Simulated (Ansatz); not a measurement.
**A hypothetical structure for LuSc3**

Starting from a made-up structure for LuSc3, the aim is the relaxed cell, its shortest contacts and, where a second run follows, its electronic structure.

Main program and level: Ansatz 0.2.0; DFT, PBE, plane-wave PAW, files of the set soft_1, scalar-relativistic, no spin, cell and ions relaxed at zero pressure; PAW set soft_1, in the first sound run; inputs show where later runs differ.

## 1. Starting point

It takes space group Pm-3m (No. 221, cubic). The conventional cell has a = 4.493 Å, b = 4.493 Å, c = 4.493 Å, α = 90.00°, β = 90.00°, γ = 90.00°. Nearest to Lu lie 12 Sc at 3.18 Å. Nearest to Sc lie 4 Lu at 3.18 Å and 8 Sc at 3.18 Å. Farther neighbours are not listed.

## 2. Relaxing cell and atoms

The guessed cell has no reason to be at equilibrium. It is relaxed with the atoms, within the space group of the guess.

Input file input.yaml:

```yaml
crystal:
  lattice:
    - [4.493, 0.0, 0.0]
    - [0.0, 4.493, 0.0]
    - [0.0, 0.0, 4.493]
  atoms:
    - { symbol: Lu, position: [0.0, 0.0, 0.0] }
    - { symbol: Sc, position: [0.5, 0.0, 0.5] }
    - { symbol: Sc, position: [0.5, 0.5, 0.0] }
    - { symbol: Sc, position: [0.0, 0.5, 0.5] }
kpoints:
  mp_grid: { grid: [6, 6, 6] }
scf:
  occupations: { method: fermi_dirac, width: 0.05 }
hamiltonian:
  xc: pbe
  pseudopotentials: { kind: paw, azcp: { folder: soft_1 } }
relax:
  f_tol: 0.015
  max_steps: 70
  cell: {}
output:
  forces: true
  stress: true
```

Launch:

```sh
$ ansatz run input.yaml --threads 4 --pin off --max-ram 8192MiB --backend cpu --events-out ev --progress --plain --runs-dir out
```

Numbers of over 12 decimals in the logs are rounded to 6 here.

What it wrote:

```text
Engine: ansatz 0.2.0, aarch64-unknown-linux-gnu
Pseudopotentials: kind: paw
Pseudopotential: Lu, paw, valence charge 25, recommended cutoff 420 eV (normal), soft_1/Lu.paw.azcp
Pseudopotential: Sc, paw, valence charge 11, recommended cutoff 420 eV (normal), soft_1/Sc.paw.azcp
Functional definition: PBE
  parameter kappa = 0.804
  parameter beta = 0.066725
  exchange = pbe_x(kappa = kappa, mu = beta*pi^2/3)
  correlation = pbe_c(beta = beta)
Crystal: 4 atoms, lattice volume = 90.700 Å³
Basis set: ecut = 420 eV, 1791 PW (Γ), exchange–correlation on 64×64×64 points (8 copies of the dense FFT grid, shifted against one another)
Bands: 35, of which v1, the nominal top of the filled ones, is band 29 counted from 1 (28 counted from 0)
Symmetry: 48 space group operations
Space group: Pm-3m (ITA 221), of the structure as read, at distance tolerance 4.5e-5 Å
k-points: 20 of 216
Non-local potential: Lu, projectors of the file, l = 0: 3, l = 1: 2, l = 2: 2, l = 3: 3
Non-local potential: Sc, projectors of the file, l = 0: 3, l = 1: 2, l = 2: 3, l = 3: 1
PAW form: soft (Blöchl's): semilocal exchange-correlation on the pseudo side does not see the compensation charge
PAW one-centre angular grid: Lu, 590 points (default); XC on 64 Gauss nodes
PAW one-centre angular grid: Sc, 590 points (default); XC on 64 Gauss nodes
Initial density: superposition of atomic densities (chi_scale 0.1, normalization cell, long waves kept (reshape's long-wave potential 0.00 eV rms))
Initial wavefunctions: pseudopotential atomic-orbital guess
Functional: x = pbe(κ = 0.804, μ = 0.219515), c = pbe(β = 0.066725)
SCF iter   1: F=—  HF=-21140.262659 eV  |F-HF|=—  |Δ(HF+E_count)|=         —  Δρ=2.14e-2  dr2=5.21e-1  ethr=3.10e-3  ⟨swp⟩=5.4  Hψ=2727  notcnv=0
preconditioner: auto → Kerker (q_TF=auto, 2.532 Å⁻¹)  [metal: Δε(μ)=0.023 eV  Ē_g=3.893 eV  σ=0.050 eV  W_gap=0.12  n_scr=26 (ndim 8)  ℏωp=19.9 eV  f_vac=0.000  D(μ)=5.76/eV (n_scr^D=56)]
SCF iter   2: F=—  HF=-21140.122034 eV  |F-HF|=—  |Δ(HF+E_count)|=   1.41e-1  Δρ=1.05e-2  dr2=1.34e-1  ethr=8.98e-4  ⟨swp⟩=3.8  Hψ=1536  notcnv=0  defer=3
SCF iter   3: F=—  HF=-21140.088602 eV  |F-HF|=—  |Δ(HF+E_count)|=   3.34e-2  Δρ=3.49e-3  dr2=1.05e-2  ethr=2.31e-4  ⟨swp⟩=3.8  Hψ=1446  notcnv=0  defer=3
SCF iter   4: F=—  HF=-21140.093154 eV  |F-HF|=—  |Δ(HF+E_count)|=   4.55e-3  Δρ=1.80e-3  dr2=2.59e-3  ethr=1.81e-5  ⟨swp⟩=3.0  Hψ=1831  notcnv=0  defer=3
SCF iter   5: F=—  HF=-21140.088108 eV  |F-HF|=—  |Δ(HF+E_count)|=   5.05e-3  Δρ=4.52e-4  dr2=1.65e-4  ethr=4.47e-6  ⟨swp⟩=3.1  Hψ=1545  notcnv=0  defer=3
SCF iter   6: F=—  HF=-21140.088077 eV  |F-HF|=—  |Δ(HF+E_count)|=   3.14e-5  Δρ=1.43e-4  dr2=1.72e-5  ethr=2.84e-7  ⟨swp⟩=2.8  Hψ=1578  notcnv=0  defer=3
SCF iter   7: F=—  HF=-21140.088065 eV  |F-HF|=—  |Δ(HF+E_count)|=   1.16e-5  Δρ=3.92e-5  dr2=1.45e-6  ethr=2.97e-8  ⟨swp⟩=3.0  Hψ=1537  notcnv=0  defer=3
SCF iter   8: F=—  HF=-21140.087942 eV  |F-HF|=—  |Δ(HF+E_count)|=   1.23e-4  Δρ=2.09e-5  dr2=3.79e-7  ethr=2.49e-9  ⟨swp⟩=3.1  Hψ=1665  notcnv=0  defer=3
SCF iter   9: F=-21140.087941 eV  HF=-21140.087941 eV  |F-HF|=2.36e-8  |Δ(HF+E_count)|=   6.50e-7  Δρ=4.09e-6  dr2=2.32e-8  ethr=1.72e-10  ⟨swp⟩=6.7  Hψ=3789  notcnv=0
SCF 1 converged in 9 iterations: F = -21140.087941 eV  dr2 = 2.32e-8
  greatest PAW one-centre occupation: 0.998 electrons in one spin orbital (limit 2), on the Sc atom at site 3 (counted from 0), in its partial waves of l = 0
relax step   1: F+E_penalty+E_count = -21140.08794112 eV  Δ(F+E_penalty+E_count) = +0.000e0 eV  max|allowed force component| = 2.685e-29 eV/Å  Δτ_max = 0.0000 Å  P = +7.498 GPa  Ω = 90.700 Å³  (9 SCF iters, dr2 threshold 1.00e-7 eV, accepted)
Crystal: 4 atoms, lattice volume = 104.623 Å³
Basis set: ecut = 420 eV, 2007 PW (Γ), exchange–correlation on 64×64×64 points (8 copies of the dense FFT grid, shifted against one another)
Initial density: handed on by an earlier stage of this run
Initial wavefunctions: those handed on with the density
iter 1 solved again at ethr=1.90e-5 eV; its pass at ethr=3.10e-3 eV (dr2=1.10e-2 eV) is discarded
SCF iter   1: F=—  HF=-21140.346505 eV  |F-HF|=—  |Δ(HF+E_count)|=         —  Δρ=3.78e-3  dr2=9.42e-3  ethr=1.90e-5  ⟨swp⟩=3.0  Hψ=6498  notcnv=0
preconditioner: auto → Kerker (q_TF=auto, 2.473 Å⁻¹)  [metal: Δε(μ)=0.041 eV  Ē_g=4.175 eV  σ=0.050 eV  W_gap=0.20  n_scr=26 (ndim 8)  ℏωp=18.5 eV  f_vac=0.000  D(μ)=7.34/eV (n_scr^D=80)]
SCF iter   2: F=—  HF=-21140.343414 eV  |F-HF|=—  |Δ(HF+E_count)|=   3.09e-3  Δρ=9.79e-4  dr2=1.73e-3  ethr=1.62e-5  ⟨swp⟩=3.0  Hψ=1537  notcnv=0
SCF iter   3: F=—  HF=-21140.342232 eV  |F-HF|=—  |Δ(HF+E_count)|=   1.18e-3  Δρ=1.15e-3  dr2=8.93e-4  ethr=2.98e-6  ⟨swp⟩=3.0  Hψ=1689  notcnv=0  defer=1
SCF iter   4: F=—  HF=-21140.342026 eV  |F-HF|=—  |Δ(HF+E_count)|=   2.07e-4  Δρ=4.10e-4  dr2=1.58e-4  ethr=1.54e-6  ⟨swp⟩=2.8  Hψ=1380  notcnv=0  defer=1
SCF iter   5: F=—  HF=-21140.341933 eV  |F-HF|=—  |Δ(HF+E_count)|=   9.25e-5  Δρ=1.27e-4  dr2=1.79e-5  ethr=2.72e-7  ⟨swp⟩=3.0  Hψ=1690  notcnv=0  defer=1
SCF iter   6: F=—  HF=-21140.341934 eV  |F-HF|=—  |Δ(HF+E_count)|=   9.68e-7  Δρ=2.21e-5  dr2=6.71e-7  ethr=3.09e-8  ⟨swp⟩=3.0  Hψ=1764  notcnv=0  defer=1
SCF iter   7: F=-21140.341934 eV  HF=-21140.341934 eV  |F-HF|=3.05e-8  |Δ(HF+E_count)|=   1.63e-7  Δρ=9.82e-6  dr2=6.87e-8  ethr=6.90e-10  ⟨swp⟩=6.7  Hψ=3637  notcnv=0
SCF 2 converged in 7 iterations: F = -21140.341934 eV  dr2 = 6.87e-8
relax step   2: F+E_penalty+E_count = -21140.34193419 eV  Δ(F+E_penalty+E_count) = -2.540e-1 eV  max|allowed force component| = 7.116e-30 eV/Å  Δτ_max = 0.0000 Å  P = -0.806 GPa  Ω = 104.623 Å³  energy of the carried Pulay correction = -1.837e-3 eV  (7 SCF iters, dr2 threshold 4.00e-7 eV, accepted)
Crystal: 4 atoms, lattice volume = 103.088 Å³
iter 1 solved again at ethr=7.68e-7 eV; its pass at ethr=3.10e-3 eV (dr2=4.46e-4 eV) is discarded
SCF iter   1: F=—  HF=-21140.346670 eV  |F-HF|=—  |Δ(HF+E_count)|=         —  Δρ=3.25e-4  dr2=7.25e-5  ethr=7.68e-7  ⟨swp⟩=3.1  Hψ=5217  notcnv=0
preconditioner: auto → Kerker (q_TF=auto, 2.479 Å⁻¹)  [metal: Δε(μ)=0.033 eV  Ē_g=4.075 eV  σ=0.050 eV  W_gap=0.16  n_scr=26 (ndim 8)  ℏωp=18.6 eV  f_vac=0.000  D(μ)=7.16/eV (n_scr^D=80)]
SCF iter   2: F=—  HF=-21140.346532 eV  |F-HF|=—  |Δ(HF+E_count)|=   1.38e-4  Δρ=9.40e-5  dr2=1.63e-5  ethr=1.25e-7  ⟨swp⟩=3.0  Hψ=1438  notcnv=0
SCF iter   3: F=—  HF=-21140.346523 eV  |F-HF|=—  |Δ(HF+E_count)|=   8.76e-6  Δρ=9.88e-5  dr2=6.82e-6  ethr=2.81e-8  ⟨swp⟩=3.0  Hψ=1555  notcnv=0
SCF iter   4: F=—  HF=-21140.346522 eV  |F-HF|=—  |Δ(HF+E_count)|=   1.56e-6  Δρ=4.12e-5  dr2=1.49e-6  ethr=1.18e-8  ⟨swp⟩=2.6  Hψ=1391  notcnv=0
SCF iter   5: F=-21140.346522 eV  HF=-21140.346522 eV  |F-HF|=4.11e-8  |Δ(HF+E_count)|=   1.79e-7  Δρ=1.25e-5  dr2=1.43e-7  ethr=6.90e-10  ⟨swp⟩=5.0  Hψ=4423  notcnv=0
SCF 3 converged in 5 iterations: F = -21140.346522 eV  dr2 = 1.43e-7
relax step   3: F+E_penalty+E_count = -21140.34652171 eV  Δ(F+E_penalty+E_count) = -4.588e-3 eV  max|allowed force component| = 4.914e-30 eV/Å  Δτ_max = 0.0000 Å  P = -0.106 GPa  Ω = 103.088 Å³  energy of the carried Pulay correction = -1.647e-3 eV  (5 SCF iters, dr2 threshold 4.00e-7 eV, accepted)
Crystal: 4 atoms, lattice volume = 102.872 Å³
iter 1 solved again at ethr=1.21e-8 eV; its pass at ethr=3.10e-3 eV (dr2=7.03e-6 eV) is discarded
SCF iter   1: F=—  HF=-21140.346745 eV  |F-HF|=—  |Δ(HF+E_count)|=         —  Δρ=5.54e-5  dr2=2.12e-6  ethr=1.21e-8  ⟨swp⟩=3.8  Hψ=4927  notcnv=0
preconditioner: auto → Kerker (q_TF=auto, 2.480 Å⁻¹)  [metal: Δε(μ)=0.030 eV  Ē_g=4.080 eV  σ=0.050 eV  W_gap=0.15  n_scr=26 (ndim 8)  ℏωp=18.7 eV  f_vac=0.000  D(μ)=7.15/eV (n_scr^D=80)]
SCF iter   2: F=—  HF=-21140.346623 eV  |F-HF|=—  |Δ(HF+E_count)|=   1.23e-4  Δρ=2.15e-5  dr2=6.71e-7  ethr=3.65e-9  ⟨swp⟩=3.0  Hψ=1556  notcnv=0
SCF iter   3: F=—  HF=-21140.346622 eV  |F-HF|=—  |Δ(HF+E_count)|=   1.69e-7  Δρ=1.96e-5  dr2=2.44e-7  ethr=1.16e-9  ⟨swp⟩=3.0  Hψ=1372  notcnv=0
SCF iter   4: F=—  HF=-21140.346622 eV  |F-HF|=—  |Δ(HF+E_count)|=   3.87e-8  Δρ=6.13e-6  dr2=3.38e-8  ethr=4.21e-10  ⟨swp⟩=3.1  Hψ=1580  notcnv=0
SCF iter   5: F=-21140.346622 eV  HF=-21140.346622 eV  |F-HF|=5.38e-10  |Δ(HF+E_count)|=   4.50e-9  Δρ=1.81e-6  dr2=3.47e-9  ethr=4.83e-11  ⟨swp⟩=6.0  Hψ=3330  notcnv=0
SCF 4 converged in 5 iterations: F = -21140.346622 eV  dr2 = 3.47e-9
  greatest PAW one-centre occupation: 0.998 electrons in one spin orbital (limit 2), on the Sc atom at site 1 (counted from 0), in its partial waves of l = 0
relax step   4: F+E_penalty+E_count = -21140.34662233 eV  Δ(F+E_penalty+E_count) = -1.006e-4 eV  max|allowed force component| = 1.275e-29 eV/Å  Δτ_max = 0.0000 Å  P = -0.004 GPa  Ω = 102.872 Å³  energy of the carried Pulay correction = -1.620e-3 eV  (5 SCF iters, dr2 threshold 2.80e-8 eV, accepted)
Initial wavefunctions: pseudopotential atomic-orbital guess (no wavefunctions were taken with the density)
iter 1 solved again at ethr=6.68e-8 eV; its pass at ethr=3.10e-3 eV (dr2=3.87e-5 eV) is discarded
SCF iter   1: F=—  HF=-21140.348493 eV  |F-HF|=—  |Δ(HF+E_count)|=         —  Δρ=2.15e-4  dr2=3.15e-6  ethr=6.68e-8  ⟨swp⟩=5.7  Hψ=5703  notcnv=0
preconditioner: auto → Kerker (q_TF=auto, 2.480 Å⁻¹)  [metal: Δε(μ)=0.029 eV  Ē_g=4.081 eV  σ=0.050 eV  W_gap=0.15  n_scr=26 (ndim 8)  ℏωp=18.7 eV  f_vac=0.000  D(μ)=7.15/eV (n_scr^D=80)]
SCF iter   2: F=—  HF=-21140.348451 eV  |F-HF|=—  |Δ(HF+E_count)|=   4.20e-5  Δρ=1.25e-4  dr2=4.73e-6  ethr=5.43e-9  ⟨swp⟩=3.0  Hψ=1661  notcnv=0
SCF iter   3: F=—  HF=-21140.348460 eV  |F-HF|=—  |Δ(HF+E_count)|=   9.26e-6  Δρ=8.59e-5  dr2=7.92e-7  ethr=5.43e-9  ⟨swp⟩=3.0  Hψ=1426  notcnv=0
SCF iter   4: F=—  HF=-21140.348475 eV  |F-HF|=—  |Δ(HF+E_count)|=   1.49e-5  Δρ=1.18e-5  dr2=1.67e-8  ethr=1.37e-9  ⟨swp⟩=2.0  Hψ=1284  notcnv=0
SCF iter   5: F=—  HF=-21140.348475 eV  |F-HF|=—  |Δ(HF+E_count)|=   2.10e-7  Δρ=2.68e-6  dr2=3.25e-9  ethr=2.88e-11  ⟨swp⟩=3.0  Hψ=1795  notcnv=0
SCF iter   6: F=—  HF=-21140.348475 eV  |F-HF|=—  |Δ(HF+E_count)|=   4.35e-9  Δρ=5.08e-7  dr2=1.76e-10  ethr=5.61e-12  ⟨swp⟩=2.0  Hψ=1289  notcnv=0
SCF iter   7: F=—  HF=-21140.348475 eV  |F-HF|=—  |Δ(HF+E_count)|=  3.60e-10  Δρ=1.79e-7  dr2=1.95e-11  ethr=1.00e-12  ⟨swp⟩=7.3  Hψ=3885  notcnv=0
SCF iter   8: F=-21140.348475 eV  HF=-21140.348475 eV  |F-HF|=3.64e-12  |Δ(HF+E_count)|=  4.73e-11  Δρ=3.73e-8  dr2=1.19e-12  ethr=1.00e-12  ⟨swp⟩=5.0  Hψ=2917  notcnv=0
SCF 5 converged in 8 iterations: F = -21140.348475 eV  dr2 = 1.19e-12
  greatest PAW one-centre occupation: 0.998 electrons in one spin orbital (limit 2), on the Sc atom at site 2 (counted from 0), in its partial waves of l = 0
relax step   5: F+E_penalty+E_count = -21140.34847509 eV  Δ(F+E_penalty+E_count) = -1.853e-3 eV  max|allowed force component| = 1.224e-29 eV/Å  Δτ_max = 0.0000 Å  P = +0.004 GPa  Ω = 102.872 Å³  stress off target by 3.67e-3 GPa  SCF on the basis re-selected at this cell (its energy is not comparable with the rows above)  (8 SCF iters)
basis re-selected at this cell: Δ(F+E_penalty+E_count) = -1.853e-3 eV, ΔP = +0.007 GPa vs the last step (what re-selecting the basis moved, of the pressure what is left beyond the Pulay correction that the steps carried, after the strain that the cell walked since its last selection, with what the two solves' SCF thresholds leave and, on support functions, any second-order correction that the steps lacked; it is no m [...]
SCF converged after 8 iterations
Free energy (F): -21140.348475 eV
Harris-Foulkes:  -21140.348475 eV  (|F-HF|=3.64e-12)
Internal energy: -21140.289011 eV  (E = F + TS)
E sigma→0 (E₀):  -21140.318743 eV
Entropy (-TS):   -0.059464 eV (-14.866 meV/atom)
Fermi energy:    10.472262 eV
--- Per-component energies (eV) ---
  E_band       = -549.374295
  E_kinetic    = 1036.490691
  E_local      = -10106.204120  (includes V_loc(G=0)·N_el)
  E_nonlocal   = 1109.815390
  E_hartree    = 4108.366624
  E_xc         = -462.926924
  E_vxc        = -566.045974  (∫ρ·V_xc dr)
  E_paw        = -10391.667077  (= ΣΔE_a)
  E_vpaw       = -240.163748  (= ΣTr[D̂ρ^β])
  E_aug_tail   = 0.000117  (compensation charges beyond the density's cutoff)
  E_ewald      = -6434.163711
  E_smearing   = -0.059464  (= −TS)
  E_closure    = -0.000000  (closes the sum)
  Σ components = -21140.348475   (vs F -21140.348475, Δ=0.00e0)
--- Forces (eV/Å), atoms counted from 1 ---
  atom   1  Lu     0.00000000    -0.00000000    -0.00000000
  atom   2  Sc    -0.00000000    -0.00000000    -0.00000000
  atom   3  Sc     0.00000000     0.00000000    -0.00000000
  atom   4  Sc     0.00000000    -0.00000000     0.00000000
  max |Σ_I F_I| component: 1.41e-29 eV/Å
--- Stress (GPa, compression-positive) ---
        0.003674       0.000000      -0.000000
        0.000000       0.003674       0.000000
       -0.000000       0.000000       0.003674
  P = ⅓ Tr σ = 0.0037 GPa (0.037 kbar)
--- Relaxed structure (4 steps of the walk, 4 accepted, 1 SCFs on fresh bases) ---
  F+E_penalty+E_count = -21140.34847509 eV   max|allowed force component| = 1.224e-29 eV/Å   (the final SCF, on the basis selected at the relaxed cell)
  cell:  # Å, volume = 102.8722 Å³
    - [4.685608, 0, 0]
    - [0, 4.685608, 0.0]
    - [0, 0.0, 4.685608]
  atoms:
    - { symbol: Lu, position: [0, 0, 0] }
    - { symbol: Sc, position: [0.5, 0, 0.5] }
    - { symbol: Sc, position: [0.5, 0.5, 0] }
    - { symbol: Sc, position: [0, 0.5, 0.5] }
```

It took 5.1 s on 4 threads of Arm Neoverse V2, shared host; peak memory 0.45 GiB.

Relaxation path:

```
step  energy less that of the first step (eV)  largest force component (eV/Å)  pressure (GPa)  volume (Å³)
   1                                   0.0000                          0.0000            7.50        90.70
   2                                  -0.2540                          0.0000           -0.81       104.62
   3                                  -0.2586                          0.0000           -0.11       103.09
   4                                  -0.2587                          0.0000            0.00       102.87
  5*                                  -0.2605                          0.0000            0.00       102.87
```

Relaxation steps marked * repeat the geometry before them on a plane-wave basis chosen anew for their cell, so energy and pressure can jump there.

The run keeps the 48 symmetry operations that it works with, so distortions that break them were not tested.

```
conventional cell, symmetrised  before  after   change
                         a (Å)   4.493  4.686   +4.3 %
                         b (Å)   4.493  4.686   +4.3 %
                         c (Å)   4.493  4.686   +4.3 %
              volume (Å³/atom)   22.68  25.72  +13.4 %
```

Final coordinates:

```xyz
4
Lattice="4.6856 0.0000 0.0000 0.0000 4.6856 0.0000 0.0000 0.0000 4.6856" Properties=species:S:1:pos:R:3 pbc="T T T"
Lu    0.0000    0.0000    0.0000
Sc    2.3428    0.0000    2.3428
Sc    2.3428    2.3428    0.0000
Sc    0.0000    2.3428    2.3428
```

Numbers from this step:

```yaml
free_energy: -21140.3485 eV
energy_at_zero_smearing: -21140.3187 eV
smearing_term_ts: 0.05946 eV
fermi_energy: 10.47 eV
electrons: 58
symmetry_operations: 48
pressure: 0.003674 GPa
```

The shortest distance of each pair, which need not be the same contact before and after:

```
 pair  guess (Å)  relaxed (Å)
Lu–Sc      3.177        3.313
Sc–Sc      3.177        3.313
Lu–Lu      4.493        4.686
```

The relaxation ends with a pressure of 0.00 GPa.

(Part 1 of 2 ends here.)

[Logs are printed without paths, hosts, clocks, repeated set-up lines and the standing remarks that a program may print on its own settings, such as how far it seeks lower states.]

[Hosts, paths, dates, database ids (printed as entryN), source tags and the programs' standing remarks are cut or masked in the printed files.]
